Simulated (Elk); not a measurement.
**MnSe: cost and accuracy of all numerical settings together**

Aim: see how far moments and order energies of MnSe move with all numerical settings together, and what each rung costs.

Main program and level: Elk 11.2.3 (patched build); PBEsol; all-electron APW+lo, Dirac cores, scalar-relativistic bands.

The database entry behind the starting cell is an old determination (1938), so it need not match the best structure at ambient conditions.

### Step 1. Set-up

Symmetry: F-43m, No. 216, cubic system. The conventional cell has a = 5.820 Å, b = 5.820 Å, c = 5.820 Å, α = 90.00°, β = 90.00°, γ = 90.00°. Nearest to Mn lie 4 Se at 2.52 Å. Nearest to Se lie 4 Mn at 2.52 Å. Farther neighbours and most contacts between anions are not listed.

### Step 2. Rung 1 (rgkmax 5, mesh 4×4×4), start ferro +

Several settings change at once from rung to rung, from a quick look to a careful run; the headings and inputs name them.

The last three numbers of an atom's line are a seed field in its sphere. It points against the wanted moment and shrinks by the factor reducebf each loop.

elk.in

```
tasks
  0

xctype
  22

rgkmax
  5.0

nempty
  4

swidth
  0.005

reducebf
  0.6

epsengy
  1e-05

maxscl
  100

lmaxi
  2

lmaxapw
  6

lmaxo
  4

gmaxvr
  10.0

spinpol
  .true.

sppath
  './'

avec
  0.00000000000 5.49910302266 5.49910302266
  5.49910302266 0.00000000000 5.49910302266
  5.49910302266 5.49910302266 0.00000000000

atoms
  2
  'Mn.in'
  1
  0.0000000000 0.0000000000 0.0000000000   0.000000 0.000000 -0.337500
  'Se.in'
  1
  0.2500000000 0.2500000000 0.2500000000   0.000000 0.000000 0.000000

ngridk
  4 4 4
```

Started as:

```sh
$ OMP_NUM_THREADS=2 elk
```

Numbers of over 12 decimals in the logs are rounded to 6 here.

What it wrote:

```text
Warning(init1): few empty states an atom for a second variation :    4.000000000
 they are its basis, with spin, DFT+U, afieldc (12 by default), in Hartree-Fock and RDMFT; 30 and more for pressures

--- INFO.OUT ---
┌─────────────────────────┐
│ Elk code version 11.2.3 │
└─────────────────────────┘

All units are atomic (Hartree, Bohr, etc.)

┌─────────────────────────────────────────────────┐
│ Ground-state run starting from atomic densities │
└─────────────────────────────────────────────────┘

Lattice vectors :
   0.000000000       5.499103023       5.499103023
   5.499103023       0.000000000       5.499103023
   5.499103023       5.499103023       0.000000000

Species : 1 (Mn)
 parameters loaded from : Mn.in
 name : manganese
 nuclear charge    :   -25.00000000
 electronic charge :    25.00000000
 atomic mass :    100145.9370
 muffin-tin radius :    2.356181458
 number of radial points in muffin-tin :    993
 inner part over the whole radius :   0.9852001412E-02
 number on inner part of muffin-tin    :    699
 approximate nuclear radius :   0.7074591925E-04
 number of mesh points to nuclear radius :    330
 atomic positions (lattice), magnetic fields (Cartesian) :
  1 :   0.00000000  0.00000000  0.00000000    0.00000000  0.00000000 -0.33750000

Species : 2 (Se)
 parameters loaded from : Se.in
 name : selenium
 nuclear charge    :   -34.00000000
 electronic charge :    34.00000000
 atomic mass :    143935.2749
 muffin-tin radius :    2.356181458
 number of radial points in muffin-tin :    993
 inner part over the whole radius :   0.9872156655E-02
 number on inner part of muffin-tin    :    702
 approximate nuclear radius :   0.7785908700E-04
 number of mesh points to nuclear radius :    343
 atomic positions (lattice), magnetic fields (Cartesian) :
  1 :   0.25000000  0.25000000  0.25000000    0.00000000  0.00000000  0.00000000

Total number of atoms per unit cell :    2
Total muffin-tin volume :    109.5834090
 ratio of muffin-tin to unit cell volume :   0.3294877276

Spin treatment :
 spin-polarised
 global magnetic field (Cartesian) :    0.000000000       0.000000000       0.000000000
 collinear magnetisation in z-direction

Number of Bravais lattice symmetries :   48
Number of crystal symmetries         :   24
Crystal has no inversion symmetry
Complex Hermitian eigensolver will be used

k-point grid :      4     4     4
k-point offset :    0.000000000       0.000000000       0.000000000
k-point set is reduced with full crystal symmetry group
Total number of k-points :       10

Muffin-tin radius times maximum |G+k| :    5.000000000
 using average radius
Maximum |G+k| for APW functions       :    2.122077645
Maximum (1/2)|G+k|²                   :    2.251606766
Maximum |G| for potential and density :    10.00000000
Constant for pseudocharge density :    6
 order of it for each species :   11  11
 order of it for pair densities of each species (exact exchange by exxq0 0: 11) :    4   4
Radial integration step length :    1

G-vector grid sizes :     25    25    25
Number of G-vectors :     5601

Maximum angular momentum used for
 APW functions            :    6
 outer part of muffin-tin :    4
 inner part of muffin-tin :    2

Number of empty states         :      8
Total number of valence states :     48
Total number of core states    :     28

Third-order local-orbitals added for an l without core states : T
Total number of local-orbitals :     43

Exchange-correlation functional :     22     0     0
 PBEsol, Phys. Rev. Lett. 100, 136406 (2008)
 gradient requirement :    1
 generalised gradient approximation (GGA)

Smearing type :    3
 Fermi-Dirac
Smearing width :   0.5000000000E-02
Effective electronic temperature (K) :    1578.875124

Mixing type :    3
 Broyden mixing, J. Phys. A: Math. Gen. 17, L317 (1984)

Kohn-Sham potential initialised from atomic data

┌──────────────────────────────┐
│ Self-consistent loop started │
└──────────────────────────────┘

┌─────────────────┐
│ Loop number : 1 │
└─────────────────┘

Energies :
 Fermi                       :     0.39237168247169E-01
 sum of occupied eigenvalues :     -2089.9229000193
 electron kinetic            :      3659.1833572727
 core electron kinetic       :      3330.4463998212
 Coulomb                     :     -7107.7485291610
 Coulomb potential           :     -5562.1787556377
 nuclear-nuclear             :     -433.20385275973
 electron-nuclear            :     -7797.4270595296
 Hartree                     :      1122.8823831283
 Madelung                    :     -4326.6591513422
 xc potential                :     -186.76233874367
 xc effective B-field        :    -0.222310
 external B-field            :      0.000000
 exchange                    :     -134.48377842617
 correlation                 :     -3.177291
 electron entropic           :    -0.70650775267564E-02
 total energy                :     -3586.2333068581
 (external B-field energy excluded from total)

Density of states at Fermi energy :    88.39424573
 (states/Hartree/unit cell)

Estimated indirect band gap :   0.5062852647E-02
 from k-point 6 to k-point 3
Estimated direct band gap   :   0.1304629890E-01
 at k-point 6

Charges :
 core                        :    28.00000000
 valence                     :    31.00000000
 interstitial                :    3.090985955
 muffin-tins (core leakage)
  species : 1 (Mn)
   atom 1                    :    23.60958659     ( -0.2236154000E-06)
  species : 2 (Se)
   atom 1                    :    32.29942745     (  0.8013703733E-04)
 total in muffin-tins        :    55.90901405
 total calculated charge     :    58.99791911
 total charge                :    59.00000000
 error                       :   0.2080885882E-02

Moments :
 interstitial                :   0.3392938801
 muffin-tins
  species : 1 (Mn)
   atom 1                    :    3.414645115
  species : 2 (Se)
   atom 1                    :   0.4868817809E-01
 total in muffin-tins        :    3.463333293
 total moment                :    3.802627173

[... earlier loops left out ...]

┌──────────────────┐
│ Loop number : 20 │
└──────────────────┘

Energies :
 Fermi                       :     0.134983
 sum of occupied eigenvalues :     -2085.0156307805
 electron kinetic            :      3658.4432512893
 core electron kinetic       :      3330.5041412428
 Coulomb                     :     -7106.8746363807
 Coulomb potential           :     -5563.0449080131
 nuclear-nuclear             :     -433.20385275973
 electron-nuclear            :     -7794.7526279694
 Hartree                     :      1121.0818443484
 Madelung                    :     -4325.3521823741
 xc potential                :     -180.07796441412
 xc effective B-field        :    -0.336009
 external B-field            :      0.000000
 exchange                    :     -134.42635184920
 correlation                 :     -3.167090
 electron entropic           :    -0.21053136450923E-02
 total energy                :     -3586.0269323836
 (external B-field energy excluded from total)

Density of states at Fermi energy :    23.82707936
 (states/Hartree/unit cell)

Estimated indirect band gap :   0.7212270445E-02
 from k-point 2 to k-point 8
Estimated direct band gap   :   0.3149704817E-01
 at k-point 4

Charges :
 core                        :    28.00000000
 valence                     :    31.00000000
 interstitial                :    3.176284235
 muffin-tins (core leakage)
  species : 1 (Mn)
   atom 1                    :    23.39485501     ( -0.2236153271E-06)
  species : 2 (Se)
   atom 1                    :    32.42886075     (  0.7917898100E-04)
 total in muffin-tins        :    55.82371577
 total calculated charge     :    58.99784682
 total charge                :    59.00000000
 error                       :   0.2153181880E-02

Moments :
 interstitial                :   0.5263558229
 muffin-tins
  species : 1 (Mn)
   atom 1                    :    4.162700100
  species : 2 (Se)
   atom 1                    :   0.1171263131
 total in muffin-tins        :    4.279826413
 total moment                :    4.806182236

┌──────────────────────────────┐
│ Self-consistent loop stopped │
└──────────────────────────────┘

Wrote STATE.OUT
```

It took 16 s on 2 threads of Intel Xeon at 2.70GHz, shared host; peak memory 0.09 GiB.

Numbers from this step:

```
magnetization  : 4.806 μB
final state    : ferromagnetic
largest moment : 4.163 μB
```

After 20 cycles the largest moment stands at 4.16 μB.

### Step 3. Rung 1 (rgkmax 5, mesh 4×4×2), start antiferro q=(0,0,1/2) +-

The second start gives the energy difference between the two end states, the quantity that is followed up the ladder. Its q is in fractions of the reciprocal vectors of the first run's cell.

elk.in

```
tasks
  0

xctype
  22

rgkmax
  5.0

nempty
  4

swidth
  0.005

reducebf
  0.6

epsengy
  1e-05

maxscl
  100

lmaxi
  2

lmaxapw
  6

lmaxo
  4

gmaxvr
  10.0

spinpol
  .true.

sppath
  './'

avec
  0.00000000000 5.49910302266 5.49910302266
  5.49910302266 0.00000000000 5.49910302266
  10.99820604532 10.99820604532 0.00000000000

atoms
  2
  'Mn.in'
  2
  0.0000000000 0.0000000000 0.0000000000   0.000000 0.000000 -0.337500
  0.0000000000 0.0000000000 0.5000000000   0.000000 0.000000 0.337500
  'Se.in'
  2
  0.2500000000 0.2500000000 0.1250000000   0.000000 0.000000 0.000000
  0.2500000000 0.2500000000 0.6250000000   0.000000 0.000000 0.000000

ngridk
  4 4 2
```

Started as:

```sh
$ OMP_NUM_THREADS=2 elk
```

What it wrote:

```text
Warning(init1): few empty states an atom for a second variation :    4.000000000
 they are its basis, with spin, DFT+U, afieldc (12 by default), in Hartree-Fock and RDMFT; 30 and more for pressures

--- INFO.OUT ---
┌─────────────────────────┐
│ Elk code version 11.2.3 │
└─────────────────────────┘

All units are atomic (Hartree, Bohr, etc.)

┌─────────────────────────────────────────────────┐
│ Ground-state run starting from atomic densities │
└─────────────────────────────────────────────────┘

Lattice vectors :
   0.000000000       5.499103023       5.499103023
   5.499103023       0.000000000       5.499103023
   10.99820605       10.99820605       0.000000000

Species : 1 (Mn)
 muffin-tin radius :    2.356181458
 atomic positions (lattice), magnetic fields (Cartesian) :
  1 :   0.00000000  0.00000000  0.00000000    0.00000000  0.00000000 -0.33750000
  2 :   0.00000000  0.00000000  0.50000000    0.00000000  0.00000000  0.33750000

Species : 2 (Se)
 muffin-tin radius :    2.356181458
 atomic positions (lattice), magnetic fields (Cartesian) :
  1 :   0.25000000  0.25000000  0.12500000    0.00000000  0.00000000  0.00000000
  2 :   0.25000000  0.25000000  0.62500000    0.00000000  0.00000000  0.00000000

Total number of atoms per unit cell :    4
Total muffin-tin volume :    219.1668181
 ratio of muffin-tin to unit cell volume :   0.3294877276

Spin treatment :
 spin-polarised
 global magnetic field (Cartesian) :    0.000000000       0.000000000       0.000000000
 collinear magnetisation in z-direction

Number of Bravais lattice symmetries :   12
Number of crystal symmetries         :   12
Crystal has no inversion symmetry
Complex Hermitian eigensolver will be used

k-point grid :      4     4     2
[...]
Coulomb                     :     -14213.679747303
 Coulomb potential           :     -11126.067429062
 nuclear-nuclear             :     -866.40770551946
 electron-nuclear            :     -15589.410709477
 Hartree                     :      2242.1386676927
 Madelung                    :     -8650.6460327726
 xc potential                :     -360.16419647342
 xc effective B-field        :    -0.642050
 external B-field            :      0.000000
 exchange                    :     -268.83436467124
 correlation                 :     -6.337059
 electron entropic           :    -0.11006681763183E-02
 total energy                :     -7172.0664989277
 (external B-field energy excluded from total)

Density of states at Fermi energy :    8.910614664
 (states/Hartree/unit cell)

Estimated indirect band gap :   0.3048735253E-01
 from k-point 1 to k-point 7
Estimated direct band gap   :   0.4413888405E-01
 at k-point 1

Charges :
 core                        :    56.00000000
 valence                     :    62.00000000
 interstitial                :    6.347710977
 muffin-tins (core leakage)
  species : 1 (Mn)
   atom 1                    :    23.40434919     ( -0.2236152792E-06)
   atom 2                    :    23.40434919     ( -0.2236152792E-06)
  species : 2 (Se)
   atom 1                    :    32.42179532     (  0.7908992656E-04)
   atom 2                    :    32.42179532     (  0.7908992656E-04)
 total in muffin-tins        :    111.6522890
 total calculated charge     :    117.9961274
 total charge                :    118.0000000
 error                       :   0.3872569351E-02

Moments :
 interstitial                :   0.4946895645E-16
 muffin-tins
  species : 1 (Mn)
   atom 1                    :    4.061973610
   atom 2                    :   -4.061973610
  species : 2 (Se)
   atom 1                    :   0.6156470398E-01
   atom 2                    :  -0.6156470398E-01
 total in muffin-tins        :    0.000000000
 total moment                :   0.4946895645E-16

┌──────────────────────────────┐
│ Self-consistent loop stopped │
└──────────────────────────────┘

Wrote STATE.OUT
```

The job ended after 51 s (2 threads; peak memory 0.16 GiB).

Spin moment in the muffin-tin sphere by atom:

```csv
atom,spin moment in the muffin-tin sphere (μB)
Mn1,4.06
Mn2,-4.06
Se3,0.06
Se4,-0.06
```

Read from the output:

```
magnetization : 0 μB
final state   : antiferromagnetic
```

This start lies -171.9 meV a seeded atom from the first; its largest moment is 4.06 μB.

### Step 4. Rung 2 (rgkmax 6, mesh 4×4×4), start ferro +

elk.in

```
tasks
  0

xctype
  22

rgkmax
  6.0

nempty
  6

swidth
  0.005

reducebf
  0.6

epsengy
  1e-05

maxscl
  100

lmaxi
  2

lmaxapw
  6

lmaxo
  6

gmaxvr
  12.0

spinpol
  .true.

sppath
  './'

avec
  0.00000000000 5.49910302266 5.49910302266
  5.49910302266 0.00000000000 5.49910302266
  5.49910302266 5.49910302266 0.00000000000

atoms
  2
  'Mn.in'
  1
  0.0000000000 0.0000000000 0.0000000000   0.000000 0.000000 -0.337500
  'Se.in'
  1
  0.2500000000 0.2500000000 0.2500000000   0.000000 0.000000 0.000000

ngridk
  4 4 4
```

Started as:

```sh
$ OMP_NUM_THREADS=2 elk
```

What it wrote:

```text
Warning(init1): few empty states an atom for a second variation :    6.000000000
 they are its basis, with spin, DFT+U, afieldc (12 by default), in Hartree-Fock and RDMFT; 30 and more for pressures

--- INFO.OUT ---
┌─────────────────────────┐
│ Elk code version 11.2.3 │
└─────────────────────────┘

All units are atomic (Hartree, Bohr, etc.)

┌─────────────────────────────────────────────────┐
│ Ground-state run starting from atomic densities │
└─────────────────────────────────────────────────┘

Lattice vectors :
[...]
total in muffin-tins        :    55.92174042
 total calculated charge     :    59.00025909
 total charge                :    59.00000000
 error                       :   0.2590948132E-03

Moments :
 interstitial                :   0.4659646947
 muffin-tins
  species : 1 (Mn)
   atom 1                    :    4.175724560
  species : 2 (Se)
   atom 1                    :   0.9169831697E-01
 total in muffin-tins        :    4.267422877
 total moment                :    4.733387572

┌──────────────────────────────┐
│ Self-consistent loop stopped │
└──────────────────────────────┘

Wrote STATE.OUT

[key lines of the parts left out:]
total energy                :     -3586.1145787878
```

It took 27 s on 2 threads; peak memory 0.13 GiB.

Numbers from this step:

| Quantity | Value |
| --- | --- |
| magnetization | 4.733 μB |
| final state | ferromagnetic |
| largest moment | 4.176 μB |

The largest moment moves by +0.01 μB from rung 1, at 1.7 times its CPU time.

### Step 5. Rung 2 (rgkmax 6, mesh 4×4×2), start antiferro q=(0,0,1/2) +-

elk.in

```
tasks
  0

xctype
  22

rgkmax
  6.0

nempty
  6

swidth
  0.005

reducebf
  0.6

epsengy
  1e-05

maxscl
  100

lmaxi
  2

lmaxapw
  6

lmaxo
  6

gmaxvr
  12.0

spinpol
  .true.

sppath
  './'

avec
  0.00000000000 5.49910302266 5.49910302266
  5.49910302266 0.00000000000 5.49910302266
  10.99820604532 10.99820604532 0.00000000000

atoms
  2
  'Mn.in'
  2
  0.0000000000 0.0000000000 0.0000000000   0.000000 0.000000 -0.337500
  0.0000000000 0.0000000000 0.5000000000   0.000000 0.000000 0.337500
  'Se.in'
  2
  0.2500000000 0.2500000000 0.1250000000   0.000000 0.000000 0.000000
  0.2500000000 0.2500000000 0.6250000000   0.000000 0.000000 0.000000

ngridk
  4 4 2
```

Started as:

```sh
$ OMP_NUM_THREADS=2 elk
```

What it wrote:

```text
Warning(init1): few empty states an atom for a second variation :    6.000000000
 they are its basis, with spin, DFT+U, afieldc (12 by default), in Hartree-Fock and RDMFT; 30 and more for pressures

--- INFO.OUT ---
┌─────────────────────────┐
│ Elk code version 11.2.3 │
└─────────────────────────┘

All units are atomic (Hartree, Bohr, etc.)

┌─────────────────────────────────────────────────┐
│ Ground-state run starting from atomic densities │
└─────────────────────────────────────────────────┘

Lattice vectors :
[...]
total calculated charge     :    118.0007924
 total charge                :    118.0000000
 error                       :   0.7924069332E-03

Moments :
 interstitial                :  -0.2558114799E-14
 muffin-tins
  species : 1 (Mn)
   atom 1                    :    4.092975516
   atom 2                    :   -4.092975516
  species : 2 (Se)
   atom 1                    :   0.5214311446E-01
   atom 2                    :  -0.5214311446E-01
 total in muffin-tins        :    0.000000000
 total moment                :  -0.2558114799E-14

┌──────────────────────────────┐
│ Self-consistent loop stopped │
└──────────────────────────────┘

Wrote STATE.OUT

[key lines of the parts left out:]
total energy                :     -7172.2424435756
```

Wall time 96 s (2 threads); peak memory 0.24 GiB.

Numbers from this step:

```
magnetization  : 0 μB
final state    : antiferromagnetic
largest moment : 4.093 μB
```

This start lies -180.8 meV a seeded atom from the first, a change of -8.9 meV since rung 1; its largest moment is 4.09 μB.

### Step 6. Rung 3 (rgkmax 7, mesh 6×6×6), start ferro +

elk.in

```
tasks
  0

xctype
  22

rgkmax
  7.0

nempty
  10

swidth
  0.005

reducebf
  0.6

epsengy
  1e-05

maxscl
  100

lmaxi
  2

lmaxapw
  8

lmaxo
  6

gmaxvr
  12.0

spinpol
  .true.

sppath
  './'

avec
  0.00000000000 5.49910302266 5.49910302266
  5.49910302266 0.00000000000 5.49910302266
  5.49910302266 5.49910302266 0.00000000000

atoms
  2
  'Mn.in'
  1
  0.0000000000 0.0000000000 0.0000000000   0.000000 0.000000 -0.337500
  'Se.in'
  1
  0.2500000000 0.2500000000 0.2500000000   0.000000 0.000000 0.000000

ngridk
  6 6 6
```

Started as:

```sh
$ OMP_NUM_THREADS=2 elk
```

What it wrote:

```text
Warning(init1): few empty states an atom for a second variation :    10.00000000
 they are its basis, with spin, DFT+U, afieldc (12 by default), in Hartree-Fock and RDMFT; 30 and more for pressures

--- INFO.OUT ---
┌─────────────────────────┐
│ Elk code version 11.2.3 │
└─────────────────────────┘

All units are atomic (Hartree, Bohr, etc.)

┌─────────────────────────────────────────────────┐
│ Ground-state run starting from atomic densities │
└─────────────────────────────────────────────────┘

Lattice vectors :
[...]
total in muffin-tins        :    55.95507824
 total calculated charge     :    59.00010582
 total charge                :    59.00000000
 error                       :   0.1058214835E-03

Moments :
 interstitial                :   0.4539269345
 muffin-tins
  species : 1 (Mn)
   atom 1                    :    4.236240031
  species : 2 (Se)
   atom 1                    :   0.8091795556E-01
 total in muffin-tins        :    4.317157986
 total moment                :    4.771084921

┌──────────────────────────────┐
│ Self-consistent loop stopped │
└──────────────────────────────┘

Wrote STATE.OUT

[key lines of the parts left out:]
total energy                :     -3586.1432584643
```

The job ended after 49 s (2 threads; peak memory 0.14 GiB; 91 s of CPU time).

Numbers from this step:

- magnetization: 4.771 μB
- final state: ferromagnetic
- largest moment: 4.236 μB

The largest moment moves by +0.06 μB from rung 2, at 1.9 times its CPU time.

[end of part 1 of 2]

[Logs and program files are shortened in this print: banners, set-up blocks, solver, clock and traceback lines can be left out without a mark of their own.]

[Logs are printed without paths, hosts, clocks, repeated set-up lines and the standing remarks that a program may print on its own settings, such as how far it seeks lower states.]

[Hosts, paths, dates, database ids (printed as entryN), source tags and the programs' standing remarks are cut or masked in the printed files.]

[Where a cell is said to come from a database of computed structures, the database is the Materials Project.]
